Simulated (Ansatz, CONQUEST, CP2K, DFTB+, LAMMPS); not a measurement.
# CP2K runs on aqueous Ca2+ and TFSI-, 6.5 mol of salt per kg of water at 300 K (113 atoms), part 2 of 2

Aim: run aqueous Ca2+ and TFSI-, 6.5 mol of salt per kg of water at 300 K (113 atoms) in CP2K and see how near its forces come to a plane-wave reference, and at what cost.

Program: CP2K 2026.2; the method stands at each step. Banners, paths, timers and routine set-up lines are dropped from the logs unmarked, and long logs keep their key lines alone; longer cuts are marked.

So far. Step 2 (PBE, DZVP-MOLOPT-SR, 600/50 Ry, OT DIIS): Forces lie 20 % from the reference's, at 9.1 times its CPU time.

### Step 3. PBE, DZVP-MOLOPT-SR, 600/50 Ry, diagonalisation

Method: Kohn-Sham DFT, PBE, GTH-PBE pseudopotentials, Gaussian and plane waves, DZVP-MOLOPT-SR-GTH, diagonalisation.

Contents of input.inp:

```
&GLOBAL
  PROJECT cell
  RUN_TYPE ENERGY_FORCE
  PRINT_LEVEL LOW
&END GLOBAL
&FORCE_EVAL
  METHOD QS
  STRESS_TENSOR ANALYTICAL
  &DFT
    BASIS_SET_FILE_NAME BASIS_MOLOPT
    POTENTIAL_FILE_NAME GTH_POTENTIALS
    &MGRID
      CUTOFF 600
      REL_CUTOFF 50
      NGRIDS 5
    &END MGRID
    &QS
      EPS_DEFAULT 1.0E-12
    &END QS
    &SCF
      SCF_GUESS ATOMIC
      EPS_SCF 1.0E-06
      MAX_SCF 200
      ADDED_MOS 14
      &DIAGONALIZATION
        ALGORITHM STANDARD
      &END DIAGONALIZATION
      &SMEAR ON
        METHOD FERMI_DIRAC
        ELECTRONIC_TEMPERATURE [K] 580
      &END SMEAR
      &MIXING
        METHOD BROYDEN_MIXING
        ALPHA 0.3
        NBROYDEN 8
      &END MIXING
      &PRINT
        &RESTART OFF
        &END RESTART
      &END PRINT
    &END SCF
    &XC
      &XC_FUNCTIONAL PBE
      &END XC_FUNCTIONAL
    &END XC
    &PRINT
      &MULLIKEN ON
      &END MULLIKEN
      &HIRSHFELD ON
        SHAPE_FUNCTION DENSITY
      &END HIRSHFELD
      &MO ON
        EIGENVALUES T
        OCCUPATION_NUMBERS T
        MO_INDEX_RANGE 249 272
        &EACH
          QS_SCF 0
        &END EACH
        ADD_LAST NUMERIC
      &END MO
    &END PRINT
  &END DFT
  &SUBSYS
    &CELL
      A 11.18771 0.00000 0.00000
      B 0.00000 11.18771 0.00000
      C 0.00000 0.00000 11.18771
    &END CELL
    &COORD
      SCALED
      N 0.55062 0.72958 0.90502
      S 0.62172 0.65359 0.81542
      O 0.54800 0.61631 0.71435
      O 0.69587 0.55632 0.86149
      C 0.72631 0.76964 0.75984
      F 0.69366 0.81574 0.64899
      F 0.72948 0.86457 0.83863
      F 0.83827 0.72150 0.75201
      S 0.61527 0.74938 0.03038
      O 0.56781 0.85133 0.09285
      O 0.74646 0.73666 0.03249
      C 0.55368 0.61775 0.10514
      F 0.46881 0.66059 0.18331
      F 0.50082 0.53602 0.02565
      F 0.63321 0.55421 0.17688
      N 0.71152 0.35257 0.59850
      S 0.74086 0.38520 0.46657
      O 0.63182 0.39574 0.39835
      O 0.83845 0.31822 0.40397
      C 0.78344 0.53838 0.47877
[... 89 atom lines left out ...]
      H 0.04806 0.39297 0.74279
      H 0.15661 0.35590 0.83306
      Ca 0.37294 0.63819 0.58442
      Ca 0.79950 0.23558 0.01003
    &END COORD
    &KIND N
      BASIS_SET DZVP-MOLOPT-SR-GTH-q5
      POTENTIAL GTH-PBE-q5
    &END KIND
    &KIND S
      BASIS_SET DZVP-MOLOPT-SR-GTH-q6
      POTENTIAL GTH-PBE-q6
    &END KIND
    &KIND O
      BASIS_SET DZVP-MOLOPT-SR-GTH-q6
      POTENTIAL GTH-PBE-q6
    &END KIND
    &KIND C
      BASIS_SET DZVP-MOLOPT-SR-GTH-q4
      POTENTIAL GTH-PBE-q4
    &END KIND
    &KIND F
      BASIS_SET DZVP-MOLOPT-SR-GTH-q7
      POTENTIAL GTH-PBE-q7
    &END KIND
    &KIND H
      BASIS_SET DZVP-MOLOPT-SR-GTH-q1
      POTENTIAL GTH-PBE-q1
    &END KIND
    &KIND Ca
      BASIS_SET DZVP-MOLOPT-SR-GTH-q10
      POTENTIAL GTH-PBE-q10
    &END KIND
  &END SUBSYS
  &PRINT
    &FORCES ON
    &END FORCES
    &STRESS_TENSOR ON
    &END STRESS_TENSOR
  &END PRINT
&END FORCE_EVAL
```

Started as:

```sh
$ OMP_NUM_THREADS=1 mpirun -np 4 cp2k.psmp -i input.inp > output.txt
```

Numbers of over 12 decimals in the logs are rounded to 6 here.

Output:

```text
CP2K| version string:                                       CP2K version 2026.2
 CP2K| Input file name                                                 input.inp
 GLOBAL| Basis set file name                                        BASIS_MOLOPT
 GLOBAL| Potential file name                                      GTH_POTENTIALS
 GLOBAL| Run type                                                   ENERGY_FORCE
 GLOBAL| Total number of message passing processes                             4
 GLOBAL| Number of threads for this process                                    1
[... lines left out ...]
                        Smear method:                                FERMI_DIRAC
[... lines left out ...]
 Number of electrons:                                                        520
[... lines left out ...]
  Step     Update method      Time    Convergence         Total energy    Change
[... lines left out ...]
  *** SCF run converged in    17 steps ***
[... lines left out ...]
  Fermi energy:                                                 0.093171
  Total energy:                                             -1371.524273
  Total energy (extrapolated to T->0):                      -1371.524273
[... lines left out ...]
 MO| E(Fermi):            0.093171 a.u.          2.535299 eV
[... lines left out ...]
    113       Ca     7      10.000          9.518                         0.482
  Total Charge                                                           -0.000
 !-----------------------------------------------------------------------------!
 ENERGY| Total FORCE_EVAL ( QS ) energy [hartree]          -1371.524241
 FORCES| Atomic forces [hartree/bohr]
 FORCES|   Atom     x               y               z               |f|
 FORCES|      1 -1.88903486E-02  1.55064848E-02  1.67706126E-02   2.96403406E-02
 FORCES|      2  4.87407893E-03 -1.96817244E-02 -3.04050001E-02   3.65457378E-02
 FORCES|      3 -3.49596094E-03  5.30874569E-03 -2.53255178E-03   6.84239302E-03
[...]
FORCES|    112 -5.57308103E-03 -4.11594669E-03 -7.32440043E-03   1.00820182E-02
 FORCES|    113  8.01962708E-03  4.45611631E-03  1.29645363E-02   1.58823988E-02
 FORCES| Sum     1.90901369E-03  7.86847924E-03  3.71554473E-03
 FORCES| Total atomic force                                       8.90856730E-03
 STRESS| Analytical stress tensor [bar]
 STRESS|                        x                   y                   z
 STRESS|      x        2.20741767261E+03   1.74252915511E+03  -3.87814878698E+03
 STRESS|      y        1.74252915511E+03   8.41357709305E+03  -3.52708951134E+03
 STRESS|      z       -3.87814878698E+03  -3.52708951134E+03   7.81922983429E+03
 STRESS| 1/3 Trace                                             6.14674153332E+03
```

It took 62 s on 4 MPI ranks of Intel Xeon 6975P-C (Granite Rapids), shared host; peak memory 5.4 GiB.

Compared with the plane-wave run:

| Item | Value |
| --- | --- |
| r.m.s. force component | 0.8851 eV/Å |
| r.m.s. difference of force components | 187.5 meV/Å |
| longest difference of force vectors | 680 meV/Å |
| force difference over r.m.s. force | 19.64 % |
| slope of forces against the reference's | 0.9106 |
| correlation of force components | 0.9821 |
| gap (highest filled to lowest empty level) | 4.348 eV |
| gap difference | -0.0532 eV |
| pressure | 0.6147 GPa |
| pressure difference | 0.9529 GPa |
| energy less the same-level run's | -0.0003 meV/atom |
| r.m.s. force difference from the same-level run | 0.153 meV/Å |

Against the first run (20 %), the force difference from the reference is 20 %, at 0.55 times the CPU time (17 SCF steps against 36): another solver or mixer reaches the same state.

### Step 4. Side by side

Differences are against the plane-wave reference, forces as r.m.s. over components; share is that over the reference's r.m.s. force, slope the least-squares factor from reference forces to these. Total energies of different programs have different zeros and aren't compared.

```csv
run,"Δ force, r.m.s. (meV/Å)",share (%),slope,Δ pressure (GPa),Δ gap (eV),cores,CPU time,memory (GiB)
reference,-,-,-,-,-,4,50 s,1.9
"CP2K PBE, DZVP-MOLOPT-SR, 600/50 Ry, OT DIIS",188,19.6,0.911,0.953,-0.0534,4,7.6 min,3.6
"CP2K PBE, DZVP-MOLOPT-SR, 600/50 Ry, diagonalisation",187,19.6,0.911,0.953,-0.0532,4,4.1 min,5.4
```

CPU time is summed over cores on a shared host, where runs went side by side, so it is rough. Symmetry, cutoffs, thresholds, outputs and thread counts weren't matched or tuned between programs; memory under MPI is the largest rank's times the ranks.

Mean charges by element (e), by run and scheme:

```csv
run,scheme,N,S,O,C,F,H
reference,Löwdin,-0.83,+2.19,-0.73,+0.65,-0.21,+0.40
"CP2K PBE, DZVP-MOLOPT-SR, 600/50 Ry, OT DIIS",Mulliken,-0.36,+0.73,-0.34,+0.17,-0.10,+0.15
"CP2K PBE, DZVP-MOLOPT-SR, 600/50 Ry, OT DIIS",Hirshfeld,-0.24,+0.43,-0.24,+0.24,-0.06,+0.12
"CP2K PBE, DZVP-MOLOPT-SR, 600/50 Ry, diagonalisation",Mulliken,-0.36,+0.73,-0.34,+0.17,-0.10,+0.15
"CP2K PBE, DZVP-MOLOPT-SR, 600/50 Ry, diagonalisation",Hirshfeld,-0.24,+0.43,-0.24,+0.24,-0.06,+0.12
```

The reference's Löwdin charges lack the electrons that the projection spills, 0.065 e an atom on average.

Within one program, basis, potentials and functional, energies share a zero. Each run against its twin at the usual cutoff or grid and solver:

```csv
run,twin,Δ energy (meV/atom),"Δ force, r.m.s. (meV/Å)",CPU time over the twin's
"CP2K PBE, DZVP-MOLOPT-SR, 600/50 Ry, diagonalisation","DZVP-MOLOPT-SR, 600/50 Ry, OT DIIS",-3.0e-4,0.153,0.55
```

### Step 5. Summary of results

| Item | Value |
| --- | --- |
| nearest in forces | a tie at 20 % of 2 runs: CP2K PBE, DZVP-MOLOPT-SR, 600/50 Ry, OT DIIS; CP2K PBE, DZVP-MOLOPT-SR, 600/50 Ry, diagonalisation |

In words: The PBE runs in local orbitals differ by 20 % in each run; basis, grid and potentials can all enter. None of the electronic-structure runs in the table takes under half the reference's CPU time of 50 s; they take 5.0 to 9.1 times as much. At the same functional, the gap of these runs lies 0.05 eV below the reference's 4.40 eV. Charges hang on scheme and program or settings: among these rows the mean for S runs from +0.43 to +2.19 e. The network of contacts between molecules at the start is that of the classical potential that made the cell, and needn't be the one that DFT or experiment would give. The concentration wasn't checked against solubility and may exceed it. The reference's PBE has no dispersion term, which matters for the binding between molecules or layers. The density was typed from a rule of thumb and may lie off the real one at this temperature. The electronic-structure runs sample only Γ, in a cell whose shortest periodic width is 11 Å.

[Also dropped from logs without a mark: logging warnings of Python, and SIESTA's first energy breakdown and zero terms.]

[Logs are printed without paths, hosts, clocks, repeated set-up lines and the standing remarks that a program may print on its own settings, such as how far it seeks lower states.]

[Hosts, paths, dates, database ids (printed as entryN), source tags and the programs' standing remarks are cut or masked in the printed files.]
